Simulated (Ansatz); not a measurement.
# How Sr(100) screens a field

Where does the screening charge of Sr(100) sit?

Method: plane-wave DFT, PBE, Ansatz PAW, in Ansatz 0.2.0.

Most raw output is cut from this account.

### 1. The structure

The cell holds 6 atoms: 6 Sr. Its edges and angles: a = 4.299 Å, b = 4.299 Å, c = 33.200 Å, α = 90.0°, β = 90.0°, γ = 90.0°. Vacuum lies along c.

### 2. Single point, field 0

A sawtooth potential applies the field, turning back in the middle of the vacuum. With the dipole correction the typed value is the field outside the slab. The induced dipole is small, so the SCF threshold is tight.

input.yaml reads:

```yaml
crystal:
  lattice:
    - [4.2992092296, 0.0, 0.0]
    - [0.0, 4.2992092296, 0.0]
    - [0.0, 0.0, 33.2]
  atoms:
    - { symbol: Sr, position: [0.5, 0.5, 0.2710843373] }
    - { symbol: Sr, position: [0.0, 0.0, 0.3626506024] }
    - { symbol: Sr, position: [0.5, 0.5, 0.4542168675] }
    - { symbol: Sr, position: [0.0, 0.0, 0.5457831325] }
    - { symbol: Sr, position: [0.5, 0.5, 0.6373493976] }
    - { symbol: Sr, position: [0.0, 0.0, 0.7289156627] }
kpoints:
  mp_grid: { grid: [12, 12, 1] }
hamiltonian:
  xc: pbe
scf:
  occupations: { method: fermi_dirac, width: 0.1 }
  convergence: { dr2_threshold: 1.0e-10 }
efield:
  axis: 3
  dipole_correction: true
  ramp_position: 0.97
  ramp_width: 0.06
  amplitude: 0
output:
  forces: true
  write_potential: true
  write_density: true
  volumetric_format: npy
```

Run with:

```sh
$ ansatz run input.yaml --threads 2 --pin off --max-ram 3072MiB --backend cpu --events-out ev --progress --plain --runs-dir out
```

It took 69 s on 2 threads of Arm Neoverse V1, shared host; peak memory 0.94 GiB.

This step gave:

* energy at zero smearing: -21264.5222 eV
* work function, upper face: 2.551 eV
* dipole along the normal: 5.00e-6 e·Å

Running mean over 3.04 Å of the planar mean; the ramp of the sawtooth is left out. The electron's electrostatic potential energy less the Fermi level by z:

z (Å), electron's electrostatic potential energy less the Fermi level (eV) and a bar from the least value:
```
        4       2.54 ##############################
        5       2.50 ##############################
        6       2.24 #############################
        7       0.89 #######################
        8      -3.18 ####
        9      -4.13 
       10      -4.02 #
       11      -3.90 #
       12      -3.88 #
       13      -3.91 #
       14      -3.93 #
       15      -3.93 #
       16      -3.93 #
       17      -3.93 #
       18      -3.93 #
       19      -3.93 #
       20      -3.91 #
       21      -3.88 #
       22      -3.89 #
       23      -3.99 #
       24      -4.13 
       25      -3.60 ##
       26       0.18 ###################
       27       2.12 ############################
       28       2.47 ##############################
       29       2.54 ##############################
```

Force by atom:

| atom | x (eV/Å) | y (eV/Å) | z (eV/Å) | size |
| --- | --- | --- | --- | --- |
| Sr1 | 0.0000 | 0.0000 | 0.0811 | 0.0811 |
| Sr2 | 0.0000 | 0.0000 | -0.0544 | 0.0544 |
| Sr3 | 0.0000 | 0.0000 | -0.0003 | 0.0003 |
| Sr4 | 0.0000 | 0.0000 | 0.0003 | 0.0003 |
| Sr5 | 0.0000 | 0.0000 | 0.0544 | 0.0544 |
| Sr6 | 0.0000 | 0.0000 | -0.0811 | 0.0811 |

The work function of the upper face is 2.55 eV.

### 3. Atoms held, field 0.03 V/Å

Edit input.yaml of step 2 so:

```diff
@@ -24,3 +24,3 @@
   ramp_width: 0.06
-  amplitude: 0
+  amplitude: 0.03
 output:
```

It took 77 s on 2 threads; peak memory 0.93 GiB; 2.5 min of CPU time.

The dipole is 0.0629 e·Å.

### 4. Atoms held, field -0.03 V/Å

Edit input.yaml of step 3 so:

```diff
@@ -24,3 +24,3 @@
   ramp_width: 0.06
-  amplitude: 0.03
+  amplitude: -0.03
 output:
```

Elapsed: 93 s, on 2 threads; peak memory 0.93 GiB; 2.5 min of CPU time.

The dipole is -0.0629 e·Å.

### 5. Atoms held, field 0.1 V/Å

Edit input.yaml of step 4 so:

```diff
@@ -24,3 +24,3 @@
   ramp_width: 0.06
-  amplitude: -0.03
+  amplitude: 0.1
 output:
```

The job ended after 94 s (2 threads; peak memory 0.92 GiB; 2.5 min of CPU time).

The dipole is 0.210 e·Å.

### 6. Atoms held, field -0.1 V/Å

Edit input.yaml of step 5 so:

```diff
@@ -24,3 +24,3 @@
   ramp_width: 0.06
-  amplitude: 0.1
+  amplitude: -0.1
 output:
```

The job ended after 79 s (2 threads; peak memory 0.93 GiB).

The dipole is -0.210 e·Å.

### 7. Atoms held, field 0.15 V/Å

Edit input.yaml of step 6 so:

```diff
@@ -24,3 +24,3 @@
   ramp_width: 0.06
-  amplitude: -0.1
+  amplitude: 0.15
 output:
@@ -30 +30,2 @@
   volumetric_format: npy
+  elf: true
```

Elapsed: 86 s, on 2 threads; peak memory 0.93 GiB.

Running mean over 3.04 Å of the planar mean, with the applied field; the ramp of the sawtooth is left out. Electron's electrostatic potential energy less the Fermi level against z:

| z (Å) | electron's electrostatic potential energy less the Fermi level (eV) |
| --- | --- |
| 4 | 2.20 |
| 5 | 2.29 |
| 6 | 2.15 |
| 7 | 0.876 |
| 8 | -3.17 |
| 9 | -4.13 |
| 10 | -4.02 |
| 11 | -3.90 |
| 12 | -3.88 |
| 13 | -3.91 |
| 14 | -3.93 |
| 15 | -3.93 |
| 16 | -3.93 |
| 17 | -3.93 |
| 18 | -3.93 |
| 19 | -3.93 |
| 20 | -3.91 |
| 21 | -3.88 |
| 22 | -3.89 |
| 23 | -3.99 |
| 24 | -4.13 |
| 25 | -3.61 |
| 26 | 0.193 |
| 27 | 2.20 |
| 28 | 2.67 |
| 29 | 2.87 |

The dipole is 0.315 e·Å.

### 8. The response

This step: plane-wave DFT, PBE, Ansatz PAW; screening of a field by a metal slab (Ansatz 0.2.0).

The dipoles give the slope, and the difference of two potentials shows where the field is screened.

This step gave:

* equivalent conductor thickness p/(ε₀AE): 20.52 Å
* distance between the outer atoms: 15.20 Å
* inner field over outer field: 0.001887
* image plane, upper face: 2.761 Å
* induced electrons on the upper face over ε₀E: -0.9855
* image plane, lower face: 2.761 Å
* induced electrons on the lower face over ε₀E: 0.9854

Dipole of the cell against applied field:

| applied field (V/Å) | dipole of the cell (e·Å) |
| --- | --- |
| -0.100 | -0.210 |
| -0.030 | -0.0629 |
| 0.000 | 5.0e-6 |
| 0.030 | 0.0629 |
| 0.100 | 0.210 |
| 0.150 | 0.315 |

Local field over the applied field, running mean. From the potentials at -0.03 and 0.03 V/Å; running mean over 3.04 Å. Local field over applied field against z:

z (Å), local field over applied field and a bar from the least value:
```
      4.5      0.940 ##############################
      5.0      0.887 ############################
      5.5      0.798 ##########################
      6.0      0.668 ######################
      6.5      0.504 #################
      7.0      0.329 ############
      7.5      0.171 #######
      8.0      0.050 ###
      8.5     -0.025 #
      9.0     -0.053 
      9.5     -0.044 
     10.0     -0.020 #
     10.5      0.000 ##
     11.0      0.007 ##
     11.5      0.006 ##
     12.0      0.002 ##
     12.5      0.001 ##
     13.0      0.002 ##
     13.5      0.004 ##
     14.0      0.005 ##
     14.5      0.005 ##
     15.0      0.003 ##
     15.5      0.002 ##
     16.0      0.002 ##
     16.5      0.002 ##
     17.0      0.002 ##
     17.5      0.002 ##
     18.0      0.003 ##
     18.5      0.004 ##
     19.0      0.005 ##
     19.5      0.005 ##
     20.0      0.003 ##
     20.5      0.001 ##
     21.0      0.002 ##
     21.5      0.004 ##
     22.0      0.007 ##
     22.5      0.004 ##
     23.0     -0.010 #
     23.5     -0.035 #
     24.0     -0.053 
     24.5     -0.042 
     25.0      0.015 ##
     25.5      0.117 #####
     26.0      0.262 ##########
     26.5      0.433 ###############
     27.0      0.606 ####################
     27.5      0.751 ########################
     28.0      0.856 ###########################
     28.5      0.922 #############################
```

Electrons, planar mean, per unit field. The induced electron density by z:

| z (Å) | induced electron density (e/Å³ per V/Å) |
| --- | --- |
| 5 | 4.9e-4 |
| 6 | 0.00158 |
| 7 | 0.00298 |
| 8 | 0.00134 |
| 9 | -0.00104 |
| 10 | -2.6e-4 |
| 11 | 3.2e-4 |
| 12 | -6.2e-5 |
| 13 | -1.5e-4 |
| 14 | 1.3e-4 |
| 15 | 1.4e-5 |
| 16 | -1.1e-4 |
| 17 | 7.2e-5 |
| 18 | 1.4e-5 |
| 19 | -1.6e-4 |
| 20 | 8.5e-5 |
| 21 | 1.3e-4 |
| 22 | -3.0e-4 |
| 23 | 7.5e-5 |
| 24 | 9.9e-4 |
| 25 | -5.7e-4 |
| 26 | -0.00300 |
| 27 | -0.00192 |
| 28 | -6.3e-4 |

By hand: between -0.03 and 0.03 V/Å the dipole changes by 0.1257 e·Å, a slope of 2.095 e·Å²/V. A perfect conductor of thickness t has p = ε₀AEt, so t = 180.95 × 2.095 / 18.483 = 20.51 Å (e/ε₀ = 180.95 V·Å, A in Å²). Less the 15.20 Å between the outer atoms, and halved, that puts each image plane 2.66 Å out.

The induced dipole is that of a conductor 20.52 Å thick.

### 9. A changed input: scf.initial_density.chi_scale = 0.0

This step: plane-wave DFT, PBE, Ansatz PAW (Ansatz 0.2.0).

A run with a changed input: it repeats the earlier run at 0.03 V/Å with scf.initial_density.chi_scale to 0.0.

Edit input.yaml of step 7 so:

```diff
@@ -19,2 +19,3 @@
   convergence: { dr2_threshold: 1.0e-10 }
+  initial_density: { chi_scale: 0.0 }
 efield:
@@ -24,3 +25,3 @@
   ramp_width: 0.06
-  amplitude: 0.15
+  amplitude: 0.03
 output:
@@ -30,2 +31 @@
   volumetric_format: npy
-  elf: true
```

It took 78 s on 2 threads; peak memory 0.93 GiB; 2.4 min of CPU time.

Numbers from this step:

```
energy at zero smearing : -21264.5232 eV
dipole along the normal : 0.06287 e·Å
```

Force by atom:

| atom | x (eV/Å) | y (eV/Å) | z (eV/Å) | size |
| --- | --- | --- | --- | --- |
| Sr1 | 0.0000 | 0.0000 | 0.0807 | 0.0807 |
| Sr2 | 0.0000 | 0.0000 | -0.0540 | 0.0540 |
| Sr3 | 0.0000 | 0.0000 | -0.0004 | 0.0004 |
| Sr4 | 0.0000 | 0.0000 | 0.0003 | 0.0003 |
| Sr5 | 0.0000 | 0.0000 | 0.0549 | 0.0549 |
| Sr6 | 0.0000 | 0.0000 | -0.0815 | 0.0815 |

| quantity | this run | earlier run | difference |
| --- | --- | --- | --- |
| dipole along the normal (e·Å) | 0.06287 | 0.06286 | 1.2e-5 |

The dipole moves by under 0.5 % or 5e-5 e·Å.

### 10. Varying the input

An input spoilt on purpose, to show how the run answers: it repeats the earlier run at 0.03 V/Å with efield.ramp_position from 0.97 to 0.475, and scf.max_iter set to 50.

Edit input.yaml of step 9 so:

```diff
@@ -19,3 +19,3 @@
   convergence: { dr2_threshold: 1.0e-10 }
-  initial_density: { chi_scale: 0.0 }
+  max_iter: 50
 efield:
@@ -23,3 +23,3 @@
   dipole_correction: true
-  ramp_position: 0.97
+  ramp_position: 0.475
   ramp_width: 0.06
```

Wall time 82 s (2 threads); peak memory 0.93 GiB; 2.4 min of CPU time.

| quantity | this run | earlier run | difference |
| --- | --- | --- | --- |
| dipole along the normal (e·Å) | -0.7106 | 0.06286 | -0.77 |

It moves by -0.773 e·Å.

With the ramp this near the atoms the program warns of density in it; these numbers are not the system's.

### 11. What came out

```json
{"work function": "2.55 eV", "image plane, upper face": "2.76 Å", "induced electrons on the upper face over ε₀E": "-0.985", "equivalent conductor thickness p/(ε₀AE)": "20.5 Å", "inner field over outer field": "0.00189"}
```

**Reading.** The induced charge has its centre 2.76 Å outside the outermost atoms; this is the plane from which a capacitor's gap or an image potential counts. The equivalent conductor thickness exceeds the distance between the outer atoms by 5.32 Å, about the sum of the two image-plane distances. In the middle of the slab the field is screened to under 0.5 % of its outer value. The atoms are held at bulk positions with the tabulated experimental lattice constant.

[Logs are printed without paths, hosts, clocks, repeated set-up lines and the standing remarks that a program may print on its own settings, such as how far it seeks lower states.]

[Hosts, paths, dates, database ids (printed as entryN), source tags and the programs' standing remarks are cut or masked in the printed files.]

[Maps of the electrostatic potential energy from Ansatz leave out the sawtooth potential of an applied field or a dipole correction, so their vacuum need not be flat; planar profiles and work functions include it.]
